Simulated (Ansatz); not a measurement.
**HgC2S2N2 (C2/m): the G0W0 gap against the k mesh**

How dense a mesh does GW need for HgC2S2N2 (C2/m), and how does the time grow?

Main program and level: Ansatz 0.2.0; G0W0 on PBE, plane waves, PAW; PAW set soft_1.

## 1. Starting point

The structure is monoclinic, space group C2/m (No. 12). The conventional cell has a = 10.878 Å, b = 4.042 Å, c = 6.435 Å, α = 90.00°, β = 95.28°, γ = 90.00°. Nearest to Hg lie 2 S at 2.43 Å. C has 1 N at 1.18 Å and 1 S at 1.66 Å nearest. S has 1 C at 1.66 Å and 1 Hg at 2.43 Å nearest. Nearest to N lie 1 C at 1.18 Å. Farther neighbours and most contacts between anions are not listed.

Geometry: measured cell, ions relaxed with PBE. The runs that relaxed it are not among those shown. Spin-orbit coupling is left out unless a step names it.

## 2. The 2×2×2 mesh

G0W0 replaces the xc potential by the self-energy, built once from these orbitals. Only a window of levels is corrected, while the sums run over the empty bands that the input names. This step takes PAW set soft_1 files.

Contents of input.yaml:

```yaml
crystal:
  lattice:
    - [5.439, -2.021, 0.0]
    - [5.439, 2.021, 0.0]
    - [-0.5921680587, 0.0, 6.4076955288]
  atoms:
    - { symbol: Hg, position: [0.0, 0.0, 0.0] }
    - { symbol: C, position: [0.2661513025, 0.2661513025, 0.2233405963] }
    - { symbol: C, position: [0.7338486975, 0.7338486975, 0.7766594037] }
    - { symbol: S, position: [0.1320101513, 0.1320101513, 0.3259806969] }
    - { symbol: S, position: [0.8679898487, 0.8679898487, 0.6740193031] }
    - { symbol: "N", position: [0.3633996325, 0.3633996325, 0.1569129335] }
    - { symbol: "N", position: [0.6366003675, 0.6366003675, 0.8430870665] }
kpoints:
  mp_grid: { grid: [2, 2, 2] }
hamiltonian:
  xc: pbe
  pseudopotentials: { kind: paw, azcp: { folder: soft_1 } }
scf:
  occupations: { method: fixed }
gw:
  n_empty_bands: 319
  ecut_chi: 100
  qp_bands: [v2, c2]
  qp_kpoints: band_edges
  screening: { model: contour_deformation }
```

Launch:

```sh
ansatz run input.yaml --threads 2 --pin off --max-ram 92160MiB --backend cuda --events-out ev --progress --plain --runs-dir out --devices 1 --max-vram 13GiB
```

Numbers of over 12 decimals in the logs are rounded to 6 here.

Output:

```text
GPUs: using 1 of 1 available (devices: 1).
Engine: ansatz 0.2.0, x86_64-unknown-linux-gnu
Pseudopotentials: kind: paw
Pseudopotential: Hg, paw, valence charge 20, recommended cutoff 420 eV (normal), soft_1/Hg.paw.azcp
Pseudopotential: C, paw, valence charge 4, recommended cutoff 420 eV (normal), soft_1/C.paw.azcp
Pseudopotential: S, paw, valence charge 6, recommended cutoff 420 eV (normal), soft_1/S.paw.azcp
Pseudopotential: N, paw, valence charge 5, recommended cutoff 420 eV (normal), soft_1/N.paw.azcp
Functional definition: PBE
  parameter kappa = 0.804
  parameter beta = 0.066725
  exchange = pbe_x(kappa = kappa, mu = beta*pi^2/3)
  correlation = pbe_c(beta = beta)
device memory: the entry about to start is reckoned to put 1.5 GiB on a device that reports 62.1 GiB free (of which the cap on the GPU budget leaves the run 13.0 GiB)
GPU FFT provider: cuFFT
GPU libraries: cuBLAS 13.8.2, cuFFT 12.4.0, cuSOLVER 12.3.4
Crystal: 7 atoms, lattice volume = 140.870 Å³
Basis set: ecut = 420 eV, 2761 PW (Γ)
Bands: 32, of which v1, the nominal top of the filled ones, is band 25 counted from 1 (24 counted from 0)
Symmetry: 4 space group operations
Space group: C2/m (ITA 12), of the structure as read, at distance tolerance 5.2e-5 Å
k-points: 6 of 8
Non-local potential: Hg, projectors of the file, l = 0: 3, l = 1: 2, l = 2: 2, l = 3: 1
Non-local potential: C, projectors of the file, l = 0: 2, l = 1: 2, l = 2: 1
Non-local potential: S, projectors of the file, l = 0: 2, l = 1: 2, l = 2: 1
Non-local potential: N, projectors of the file, l = 0: 2, l = 1: 2, l = 2: 1
PAW form: soft (Blöchl's): semilocal exchange-correlation on the pseudo side does not see the compensation charge
PAW one-centre angular grid: Hg, 590 points (default); XC on 64 Gauss nodes
PAW one-centre angular grid: C, 110 points (default); XC on 64 Gauss nodes
PAW one-centre angular grid: S, 110 points (default); XC on 64 Gauss nodes
PAW one-centre angular grid: N, 110 points (default); XC on 64 Gauss nodes
Initial density: superposition of atomic densities (chi_scale 0.1, normalization cell, long waves kept (reshape's long-wave potential 0.21 eV rms))
Initial wavefunctions: pseudopotential atomic-orbital guess
GPU buffer pool allocated for 72000 grid points (all kernels)
GPU transforms: local potential and band sums: pruned to the plane-wave sphere, on 40×40×45
Functional: x = pbe(κ = 0.804, μ = 0.219515), c = pbe(β = 0.066725)
SCF iter   1: F=—  HF=-16889.487126 eV  |F-HF|=—  |Δ(HF+E_count)|=         —  Δρ=7.43e-2  dr2=7.18e0  ethr=3.10e-3  ⟨swp⟩=5.0  Hψ=798  notcnv=0  defer=26
preconditioner: auto → Resta (q_TF=auto, 2.296 Å⁻¹)  ε∞=4.0  [insulator: Δε(μ)=2.066 eV  Ē_g=11.682 eV  n_scr=24 (ndim 8)  ℏωp=20.3 eV  f_vac=0.054  ε∞_Penn≈4.0]
SCF iter   2: F=—  HF=-16887.559740 eV  |F-HF|=—  |Δ(HF+E_count)|=    1.93e0  Δρ=3.58e-2  dr2=1.14e0  ethr=3.10e-3  ⟨swp⟩=3.0  Hψ=415  notcnv=0  defer=23
SCF iter   3: F=—  HF=-16887.294424 eV  |F-HF|=—  |Δ(HF+E_count)|=   2.65e-1  Δρ=1.50e-2  dr2=3.72e-1  ethr=2.29e-3  ⟨swp⟩=2.0  Hψ=381  notcnv=0  defer=28
SCF iter   4: F=—  HF=-16887.224040 eV  |F-HF|=—  |Δ(HF+E_count)|=   7.04e-2  Δρ=4.88e-3  dr2=2.89e-2  ethr=7.44e-4  ⟨swp⟩=2.0  Hψ=318  notcnv=0  defer=30
SCF iter   5: F=—  HF=-16887.225722 eV  |F-HF|=—  |Δ(HF+E_count)|=   1.68e-3  Δρ=1.29e-3  dr2=3.46e-3  ethr=5.77e-5  ⟨swp⟩=2.8  Hψ=345  notcnv=0  defer=30
SCF iter   6: F=—  HF=-16887.228357 eV  |F-HF|=—  |Δ(HF+E_count)|=   2.64e-3  Δρ=3.11e-4  dr2=1.75e-4  ethr=6.92e-6  ⟨swp⟩=2.0  Hψ=281  notcnv=0  defer=30
SCF iter   7: F=—  HF=-16887.228615 eV  |F-HF|=—  |Δ(HF+E_count)|=   2.58e-4  Δρ=6.44e-5  dr2=7.95e-6  ethr=3.50e-7  ⟨swp⟩=2.0  Hψ=305  notcnv=0  defer=28
SCF iter   8: F=—  HF=-16887.228630 eV  |F-HF|=—  |Δ(HF+E_count)|=   1.51e-5  Δρ=1.70e-5  dr2=5.98e-7  ethr=1.59e-8  ⟨swp⟩=2.0  Hψ=293  notcnv=0  defer=21
SCF iter   9: F=-16887.228631 eV  HF=-16887.228631 eV  |F-HF|=3.03e-8  |Δ(HF+E_count)|=   1.32e-6  Δρ=3.43e-6  dr2=2.22e-8  ethr=2.00e-10  ⟨swp⟩=11.2  Hψ=853  notcnv=0
SCF 1 converged in 9 iterations: F = -16887.228631 eV  dr2 = 2.22e-8
[...]
device memory: the entry about to start is reckoned to put 1.9 GiB on a device that reports 66.3 GiB free (of which the cap on the GPU budget leaves the run 13.0 GiB)
NSCF: frozen V_eff on 6 k-points
[...]
device memory: the entry about to start is reckoned to put 3.0 GiB on a device that reports 64.9 GiB free (of which the cap on the GPU budget leaves the run 13.0 GiB)
NSCF: frozen V_eff on 6 k-points
G₀W₀ screening: q 1/6
[... further progress lines ...]
device memory: the entry about to start is reckoned to put 0.7 GiB on a device that reports 62.9 GiB free (of which the cap on the GPU budget leaves the run 13.0 GiB)
NSCF: frozen V_eff on 1 k-points
device memory: the entry about to start is reckoned to put 0.7 GiB on a device that reports 62.6 GiB free (of which the cap on the GPU budget leaves the run 13.0 GiB)
NSCF: frozen V_eff on 1 k-points
device memory: the entry about to start is reckoned to put 0.7 GiB on a device that reports 60.7 GiB free (of which the cap on the GPU budget leaves the run 13.0 GiB)
NSCF: frozen V_eff on 1 k-points
SCF converged after 9 iterations
Free energy (F): -16887.228631 eV
Harris-Foulkes:  -16887.228631 eV  (|F-HF|=3.03e-8)
Internal energy: -16887.228631 eV  (E = F + TS)
E sigma→0 (E₀):  -16887.228631 eV
Fermi energy:    3.119794 eV
--- Per-component energies (eV) ---
  E_band       = -706.674641
  E_kinetic    = 1205.901955
  E_local      = -5538.147902  (includes V_loc(G=0)·N_el)
  E_nonlocal   = 274.763852
  E_hartree    = 2275.570570
  E_xc         = -592.594385
  E_vxc        = -669.456445  (∫ρ·V_xc dr)
  E_paw        = -11630.704353  (= ΣΔE_a)
  E_vpaw       = -530.879989  (= ΣTr[D̂ρ^β])
  E_aug_tail   = 0.002218  (compensation charges beyond the density's cutoff)
  E_ewald      = -2882.020586
  E_smearing   = -0.000000  (= −TS)
  E_closure    = 0.000000  (closes the sum)
  Σ components = -16887.228631   (vs F -16887.228631, Δ=0.00e0)
--- Band table (eV; the first three rows and the last of 6) ---
  k-point 0: bands = [... 21 lower, 1.2521, 2.1209, 2.3527, 2.9899, 5.3208, 7.2849, 7.5291, 8.3429, ... 3 higher]
  k-point 1: bands = [... 21 lower, 1.5010, 2.0369, 2.3471, 3.0021, 6.1541, 7.4575, 7.9602, 8.5811, ... 3 higher]
  k-point 2: bands = [... 21 lower, 0.8718, 1.7161, 1.9129, 2.6869, 5.8190, 6.8850, 8.2924, 8.3527, ... 3 higher]
  k-point 5: bands = [... 21 lower, 1.8263, 1.9152, 2.9832, 3.0003, 5.9680, 7.7183, 7.8426, 8.2141, ... 3 higher]
--- G₀W₀: contour deformation, 7 samples at zero and on the imaginary axis and 1 off it, 8 q-points, 319 empty bands' worth ---
  eigenvalues of the whole cell's RPA ε∞ on this k-mesh (on a slab, of 1 + 4πα/V) = 2.7982, 3.2069, 5.3832; static W/v taken at q = 0 is 0.275662
  gw.qp_kpoints: band_edges: 6 of 6 stored k-points solved, in 1 pass; an edge of the gap read off the rows below is read off those points alone
    ik  band        ε_KS         Σx   Σc(E_QP)       V_xc       Z   E_QP_lin       E_QP  E_QP is
     0    24      2.3527   -18.5102     2.5264   -15.0033  0.7406     1.3461     1.3723  root
     0    25      2.9899   -19.9759     2.4360   -16.5867  0.7503     2.0173     2.0366  root
     0    26      5.3208   -10.8855    -3.5164   -15.2672  0.7890     6.1956     6.1862  root
     0    27      7.2849    -8.2971    -3.9096   -13.2562  0.7763     8.3544     8.3344  root
     1    24      2.3471   -18.6967     2.5307   -15.2047  0.7402     1.3611     1.3859  root
     1    25      3.0021   -19.8275     2.4332   -16.4224  0.7509     2.0099     2.0301  root
     1    26      6.1541   -11.7799    -3.8414   -16.6790  0.7762     7.2316     7.2117  root
     1    27      7.4575    -7.2466    -4.1335   -12.3327  0.7827     8.4267     8.4101  root
     2    24      1.9129   -18.6905     2.6164   -15.1137  0.7377     0.9229     0.9525  root
     2    25      2.6869   -19.8649     2.3259   -16.5513  0.7560     1.6780     1.6993  root
     2    26      5.8190   -11.4432    -3.6772   -16.1351  0.7811     6.8490     6.8337  root
     2    27      6.8850    -7.9131    -3.7488   -12.6589  0.7847     7.8982     7.8819  root
     3    24      1.9250   -18.2321     2.6221   -14.6078  0.7370     0.8873     0.9229  root
     3    25      2.5792   -19.8208     2.3318   -16.5279  0.7542     1.5979     1.6180  root
[...]
4    27      7.5460    -8.2110    -4.0649   -13.3979  0.7700     8.6946     8.6680  root
     5    24      2.9832   -19.1318     2.3872   -15.7941  0.7483     2.0136     2.0327  root
     5    25      3.0003   -20.0705     2.4523   -16.6737  0.7503     2.0371     2.0558  root
     5    26      5.9680   -11.2906    -3.7300   -16.0128  0.7814     6.9752     6.9601  root
     5    27      7.7183    -8.6760    -4.2730   -14.2064  0.7595     9.0138     8.9757  root
```

Run time: 9.7 s. Hardware: 1 × NVIDIA H100 80GB HBM3 (shared by 6 runs) with 2 threads of AMD EPYC 7R13 (Zen 3), shared host; peak memory 1.2 GiB; 8.2 s of CPU time.

Numbers from this step:

| Property | Result |
| --- | --- |
| bands summed | 344 |
| RPA ε∞ on this mesh (eigenvalues) | 2.798, 3.207, 5.383 |
| plane waves in the screening matrix | 327 |
| q-points in the mesh | 8 |
| G0W0 gap on the mesh | 4.013 eV |
| k of the valence top | -0.5, -0.5, 0 |
| k of the conduction bottom | 0, 0, 0 |
| starting gap on the mesh | 2.201 eV |
| Z at the valence top | 0.7519 |
| Z at the conduction bottom | 0.7890 |
| least direct G0W0 gap on the computed points | 4.150 eV |

The gap on the mesh goes from 2.20 eV to 4.01 eV, a correction of +1.81 eV. Between the two edge states, bare exchange in place of the xc potential would open the gap by 7.74 eV, and correlation takes back 5.93 eV.

## 3. The 4×4×2 mesh

A second mesh at equal bands and cutoff isolates the sampling error.

input.yaml: that of step 2 with these lines changed.

```diff
@@ -14,3 +14,3 @@
 kpoints:
-  mp_grid: { grid: [2, 2, 2] }
+  mp_grid: { grid: [4, 4, 2] }
 hamiltonian:
```

Output:

```text
GPUs: using 1 of 1 available (devices: 1).
[...]
GPU FFT provider: cuFFT
GPU libraries: cuBLAS 13.8.2, cuFFT 12.4.0, cuSOLVER 12.3.4
Crystal: 7 atoms, lattice volume = 140.870 Å³
Basis set: ecut = 420 eV, 2761 PW (Γ)
Bands: 32, of which v1, the nominal top of the filled ones, is band 25 counted from 1 (24 counted from 0)
[... 1 set-up line as in the run before ...]
[...]
k-points: 14 of 32
[...]
GPU buffer pool allocated for 72000 grid points (all kernels)
[...]
SCF iter   1: F=—  HF=-16889.568963 eV  |F-HF|=—  |Δ(HF+E_count)|=         —  Δρ=7.42e-2  dr2=7.20e0  ethr=3.10e-3  ⟨swp⟩=5.0  Hψ=1904  notcnv=0  defer=57
[...]
SCF iter   9: F=-16887.320488 eV  HF=-16887.320488 eV  |F-HF|=3.19e-9  |Δ(HF+E_count)|=   1.21e-6  Δρ=6.04e-6  dr2=5.85e-8  ethr=2.00e-10  ⟨swp⟩=11.4  Hψ=1961  notcnv=0
SCF 1 converged in 9 iterations: F = -16887.320488 eV  dr2 = 5.85e-8
[...]
0    24      2.3349   -18.3541     2.3908   -15.0051  0.7430     1.3529     1.3767  root
     0    25      2.9714   -19.8068     2.2916   -16.5885  0.7528     2.0275     2.0447  root
     0    26      5.3105   -10.9410    -3.4544   -15.2686  0.7918     6.1928     6.1837  root
     0    27      7.2756    -8.3449    -3.8571   -13.2605  0.7783     8.3540     8.3340  root
     1    24      2.3298   -18.5402     2.3957   -15.2065  0.7425     1.3693     1.3918  root
     1    25      2.9831   -19.6588     2.2886   -16.4245  0.7535     2.0194     2.0374  root
     1    26      6.1425   -11.8164    -3.8016   -16.6796  0.7778     7.2225     7.2041  root
     1    27      7.4470    -7.2599    -4.1037   -12.3381  0.7838     8.4389     8.4214  root
[...]
13    24      2.9634   -18.9209     2.2083   -15.7923  0.7510     2.0261     2.0431  root
    13    25      2.9821   -19.8503     2.2638   -16.6753  0.7535     2.0546     2.0709  root
    13    26      5.9602   -11.3764    -3.6513   -16.0172  0.7837     6.9639     6.9497  root
    13    27      7.7103    -8.7136    -4.2358   -14.2124  0.7600     9.0125     8.9734  root
[key lines of the parts left out:]
SCF converged after 9 iterations
Free energy (F): -16887.320488 eV
Fermi energy:    3.100609 eV
```

Elapsed: 24 s, on 1 × NVIDIA H100 80GB HBM3 (shared by 6 runs) with 2 threads; peak memory 1.5 GiB; 34 s of CPU time.

This step gave:

```yaml
bands_summed: 344
rpa_eps_infinity_on_this_mesh_eigenvalues: 2.606, 3.238, 5.183
plane_waves_in_the_screening_matrix: 327
q_points_in_the_mesh: 32
g0w0_gap_on_the_mesh: 3.996 eV
k_of_the_valence_top: -0.5, -0.5, 0
k_of_the_conduction_bottom: 0, 0, 0
starting_gap_on_the_mesh: 2.210 eV
z_at_the_valence_top: 0.7552
z_at_the_conduction_bottom: 0.7918
least_direct_g0w0_gap_on_the_computed_points: 4.139 eV
```

Against the run with 2×2×2 mesh, 319 empty bands, screening to 100 eV, PAW set soft_1 files, the gap moves by −0.017 eV.

## 4. The 4×4×4 mesh

input.yaml: that of step 3 with these lines changed.

```diff
@@ -14,3 +14,3 @@
 kpoints:
-  mp_grid: { grid: [4, 4, 2] }
+  mp_grid: { grid: [4, 4, 4] }
 hamiltonian:
```

Output:

```text
GPUs: using 1 of 1 available (devices: 1).
[...]
GPU FFT provider: cuFFT
GPU libraries: cuBLAS 13.8.2, cuFFT 12.4.0, cuSOLVER 12.3.4
Crystal: 7 atoms, lattice volume = 140.870 Å³
Basis set: ecut = 420 eV, 2761 PW (Γ)
Bands: 32, of which v1, the nominal top of the filled ones, is band 25 counted from 1 (24 counted from 0)
[... 1 set-up line as in the run before ...]
[...]
k-points: 24 of 64
[...]
1    27      7.4620    -7.7139    -4.0068   -12.7542  0.7809     8.5154     8.4953  root
[...]
23    24      2.9635   -18.9179     2.2052   -15.7923  0.7510     2.0260     2.0431  root
    23    25      2.9821   -19.8532     2.2658   -16.6753  0.7535     2.0537     2.0701  root
    23    26      5.9602   -11.3949    -3.6317   -16.0171  0.7843     6.9647     6.9506  root
    23    27      7.7102    -8.7177    -4.2307   -14.2126  0.7602     9.0146     8.9744  root
[key lines of the parts left out:]
SCF converged after 9 iterations
Free energy (F): -16887.320622 eV
Fermi energy:    3.100719 eV
```

It took 39 s on 1 × NVIDIA H100 80GB HBM3 (shared by 6 runs) with 2 threads; peak memory 1.9 GiB; 62 s of CPU time.

This step gave:

| Quantity | Value |
| --- | --- |
| bands summed | 344 |
| RPA ε∞ on this mesh (eigenvalues) | 2.611, 3.233, 5.184 |
| plane waves in the screening matrix | 327 |
| G0W0 gap on the mesh | 3.995 eV |
| k of the valence top | -0.5, -0.5, 0 |
| k of the conduction bottom | 0, 0, 0 |
| starting gap on the mesh | 2.210 eV |
| least direct G0W0 gap on the computed points | 4.138 eV |

Against the run with 4×4×2 mesh, 319 empty bands, screening to 100 eV, PAW set soft_1 files, the gap moves by −0.001 eV.

## 5. The 6×6×4 mesh

input.yaml: that of step 4 with these lines changed.

```diff
@@ -14,3 +14,3 @@
 kpoints:
-  mp_grid: { grid: [4, 4, 4] }
+  mp_grid: { grid: [6, 6, 4] }
 hamiltonian:
```

Output:

```text
GPUs: using 1 of 1 available (devices: 1).
[...]
GPU FFT provider: cuFFT
GPU libraries: cuBLAS 13.8.2, cuFFT 12.4.0, cuSOLVER 12.3.4
Crystal: 7 atoms, lattice volume = 140.870 Å³
Basis set: ecut = 420 eV, 2761 PW (Γ)
Bands: 32, of which v1, the nominal top of the filled ones, is band 25 counted from 1 (24 counted from 0)
[... 1 set-up line as in the run before ...]
[...]
k-points: 47 of 144
[...]
1    27      7.4619    -7.7152    -4.0054   -12.7540  0.7810     8.5157     8.4953  root
[...]
46    24      2.9633   -18.8996     2.1902   -15.7922  0.7512     2.0293     2.0462  root
    46    25      2.9819   -19.8338     2.2500   -16.6753  0.7537     2.0573     2.0735  root
    46    26      5.9601   -11.3997    -3.6286   -16.0171  0.7843     6.9629     6.9489  root
    46    27      7.7101    -8.7197    -4.2297   -14.2127  0.7602     9.0137     8.9733  root
[key lines of the parts left out:]
SCF converged after 9 iterations
Free energy (F): -16887.321145 eV
Fermi energy:    3.100495 eV
```

Run time: 2.2 min. Hardware: 1 × NVIDIA H100 80GB HBM3 (shared by 6 runs) with 2 threads; peak memory 2.7 GiB.

Numbers from this step:

* bands summed: 344
* RPA ε∞ on this mesh (eigenvalues): 2.602, 3.234, 5.185
* plane waves in the screening matrix: 327
* G0W0 gap on the mesh: 3.991 eV
* k of the valence top: -0.5, -0.5, 0
* k of the conduction bottom: 0, 0, 0
* starting gap on the mesh: 2.210 eV
* least direct G0W0 gap on the computed points: 4.134 eV

Against the run with 4×4×4 mesh, 319 empty bands, screening to 100 eV, PAW set soft_1 files, the gap moves by −0.004 eV.

## 6. The meshes together

Times are wall times on 1 × NVIDIA H100 80GB HBM3 (shared by 6 runs) with 2 threads of AMD EPYC 7R13 (Zen 3), shared host, good to a factor of about two.

```
 mesh  points  irreducible  start (eV)  G0W0 (eV)  shift (eV)  RPA ε∞ (mean)     time
2×2×2       8            6       2.201      4.013      +1.812           3.80    9.7 s
4×4×2      32           14       2.210      3.996      +1.786           3.68     24 s
4×4×4      64           24       2.210      3.995      +1.785           3.68     39 s
6×6×4     144           47       2.210      3.991      +1.781           3.67  2.2 min
```

## 7. Results

```yaml
2x2x2: 4.013 eV (shift +1.812)
4x4x2: 3.996 eV (shift +1.786)
4x4x4: 3.995 eV (shift +1.785)
6x6x4: 3.991 eV (shift +1.781)
settings: PBE start, 319 empty bands, 100 eV
```

What this shows: The shift is +1.81 eV on 2×2×2 and +1.78 eV on 6×6×4; the last step moves it by −0.004 eV. The RPA ε∞ (mean) ranges from 3.67 to 3.80 and ends at 3.67. From 8 to 144 points the time grows 14-fold. Bands and cutoff are modest here, so the values stand off the basis limit. A d shell, filled or nearly so, lies near the gap. One-shot GW converges very slowly in bands there, not always from below, and on a semilocal start the gap tends to come out low; starts rich in exact exchange can overshoot instead. The many-body steps are scalar-relativistic: spin-orbit coupling is not in them.

[Paths, hosts, dates, memory and timing lines, banners, echoed tables and standing remarks are left out of the program output.]

[Logs are printed without paths, hosts, clocks, repeated set-up lines and the standing remarks that a program may print on its own settings, such as how far it seeks lower states.]

[Runs of the session that timed out or met a known fault of the program may be left out.]

[Cells called generated may have been cut or substituted from an entry of the Crystallography Open Database or the Materials Project.]

[Hosts, paths, dates, database ids (printed as entryN), source tags and the programs' standing remarks are cut or masked in the printed files.]
